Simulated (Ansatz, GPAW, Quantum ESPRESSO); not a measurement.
## SrLi2SnS4: valence-band photoemission

Wanted: projected DOS of SrLi2SnS4, weighted into photoemission and X-ray emission spectra, at several levels of theory.

Program: Ansatz 0.2.0, Quantum ESPRESSO 7.5 and GPAW 26.7.0. Level of theory: DFT, PBE, plane-wave PAW, default files, scalar-relativistic, in the first sound run; inputs show where later runs differ. Results are calculated unless marked as measured.

### Step 1. Set-up

Symmetry: I-42m, No. 121, tetragonal system. The conventional cell has a = 6.659 Å, b = 6.659 Å, c = 7.918 Å, α = 90.00°, β = 90.00°, γ = 90.00°. Nearest to Sn lie 4 S at 2.37 Å. Nearest to Sr lie 8 S at 3.08 to 3.25 Å. Nearest to S lie 1 Sn at 2.37 Å and 2 Li at 2.47 Å and 2 Sr at 3.08 to 3.25 Å. Nearest to Li lie 4 S at 2.47 Å. Farther neighbours and most contacts between anions are not listed.

### Step 2. Self-consistent run, DOS and bands

The base run gives the projected DOS, from which the spectra are built. The DOS is taken on a denser mesh than the density.

The input, input.yaml:

```yaml
crystal:
  lattice:
    - [-3.3295, 3.3295, 3.959]
    - [3.3295, -3.3295, 3.959]
    - [3.3295, 3.3295, -3.959]
  atoms:
    - { symbol: Sn, position: [0.0, 0.0, 0.0] }
    - { symbol: Sr, position: [0.5, 0.5, 0.0] }
    - { symbol: S, position: [0.37794, 0.96474, 0.0] }
    - { symbol: S, position: [0.62206, 0.62206, 0.5868] }
    - { symbol: S, position: [0.96474, 0.37794, 0.0] }
    - { symbol: S, position: [0.03526, 0.03526, 0.4132] }
    - { symbol: Li, position: [0.75, 0.25, 0.5] }
    - { symbol: Li, position: [0.25, 0.75, 0.5] }
kpoints:
  mp_grid: { grid: [6, 6, 6] }
  band_path:
    path:
      - [[0.0, 0.0, 0.0], [0.0, 0.0, 0.5], [0.25, 0.25, 0.25], [0.0, 0.5, 0.0], [0.0, 0.0, 0.0], [0.5, 0.5, -0.5], [0.426818, 0.573182, -0.426818]]
      - [[-0.426818, 0.426818, 0.426818], [0.0, 0.0, 0.0]]
      - [[0.0, 0.0, 0.5], [-0.353636, 0.353636, 0.5]]
      - [[0.5, 0.5, -0.353636], [0.5, 0.5, -0.5]]
    npoints: 10
scf:
  occupations: { method: fermi_dirac, width: 0.02 }
  n_extra_bands: 20
hamiltonian:
  xc: pbe
  pseudopotentials: { kind: paw }
output:
  forces: true
  stress: true
  dos:
    projected: true
    de: 0.05
    e_range: [-30, 12]
    nscf_kmesh: { grid: [10, 10, 10] }
  fatbands: true
```

Started as:

```sh
> ansatz run input.yaml --threads 4 --pin off --max-ram 12288MiB --backend cpu --events-out ev --progress --plain --runs-dir out
```

The runs that follow: with spin–orbit coupling; with LDA; the same cell in Quantum ESPRESSO; quantum ESPRESSO: denser mesh; projected DOS and spectra; quantum ESPRESSO: bands; GPAW, plane waves; other settings; other settings: scf.n_extra_bands = 4; cross-check between programs. Settings of the main run: cutoff 420 eV, 6×6×6 k-mesh, Fermi-Dirac occupations, smearing width 0.02 eV, photon energies (21.2, 150, 1486.7, 9251.7) eV, gaussian fwhm 0.45 eV, lorentzian fwhm at zero 0.2 eV, sample temperature 300 K, light unpolarised, analyser angle 45 deg from the beam (unpolarised) or the polarisation (linear), emission gaussian fwhm 0.5 eV, DOS k mesh 10×10×10, DOS method tetrahedron, paw, PAW set soft 2.

Q: Predict the results at each level.

The most electronegative element, S, holds 93 % of the projected states in the top 2.5 eV of the filled bands, while the other elements hold 77 % at the bottom of the empty ones. SrLi2SnS4 is an insulator or semiconductor at the base level (gap 2.67 eV), and its valence spectrum changes with photon energy as the shells' cross sections do. At 21.2 eV the valence spectrum has its highest listed peaks within 9.65 eV at 0.7 eV (S 3p) and 1.6 eV (S 3p).

| Quantity | Value |
| --- | --- |
| least gap on the mesh and the path | 2.67 eV |
| strongest listed peak within 13 eV of the zero, at 1486.7 eV | 11.2 eV binding, mostly S 3s |
| strongest listed peak within 13 eV of the zero, at 21.2 eV | 0.7 eV binding, mostly S 3p |
| PBE (42 s on 4 threads) | gap 2.67 eV, highest Al Kα peak within 13 eV at 11.2 eV (S 3s) |
| spin–orbit (6.1 min on 4 threads) | gap 2.68 eV, highest Al Kα peak within 13 eV at 11.2 eV (S 3s) |
| LDA (45 s on 4 threads) | gap 2.45 eV, highest Al Kα peak within 13 eV at 11.1 eV (S 3s) |
| qe | gap 2.67 eV, highest Al Kα peak within 13 eV at 11.1 eV (S 3s) |
| other settings (37 s on 4 threads) | gap 2.67 eV, highest Al Kα peak within 13 eV at 11.2 eV (S 3s) |
| other settings #2 (16 s on 4 threads) | gap 2.67 eV, highest Al Kα peak within 13 eV at 11.2 eV (S 3s) |

At 1486.7 eV the valence spectrum has its highest listed peaks within 13 eV at 0.7 eV (S 3p), 1.7 eV (S 3p), 11.2 eV (S 3s) and 12.3 eV (S 3s), and the deeper Sn 4d line at 20.9 eV is higher still (without the spin–orbit splitting that a measurement shows). The shell named is the one with most of the intensity, cross sections included, not always the one with most states there. In the main run, from 1486.7 eV towards hard X-rays the S 3s share grows by 10 points, as its cross section falls more slowly with photon energy than those of the shells it gains on. With spin-orbit coupling on, the gap on the path stays within 0.02 eV. With LDA, the gap on the path moves from 2.67 to 2.46 eV. The plane-wave programs agree on the gap on the path to 0.01 eV. At 21.2 eV the area is led by S 3p (93 %), at 9251.7 eV by Sn 4d (35 %), a shell that the model's window at 21.2 eV leaves out. These are Kohn–Sham levels; self-energy shifts and satellites are missing. Semilocal functionals underbind filled localised shells, so the Sn 4d peak should lie deeper in a measurement, and spin–orbit coupling splits d and f lines of heavy atoms. Each run has its own recipe for the spectra (widths, photon energies, in some runs the light), so peak heights and places can differ between runs for that reason too. Semilocal Kohn–Sham gaps are too small as a rule.

[Logs are printed without paths, hosts, clocks, repeated set-up lines and the standing remarks that a program may print on its own settings, such as how far it seeks lower states.]

[Hosts, paths, dates, database ids (printed as entryN), source tags and the programs' standing remarks are cut or masked in the printed files.]

[Maps of the electrostatic potential energy from Ansatz leave out the sawtooth potential of an applied field or a dipole correction, so their vacuum need not be flat; work functions include it.]

[Peak lists hold at most the 14 tallest peaks of each spectrum; further lines can be left out.]
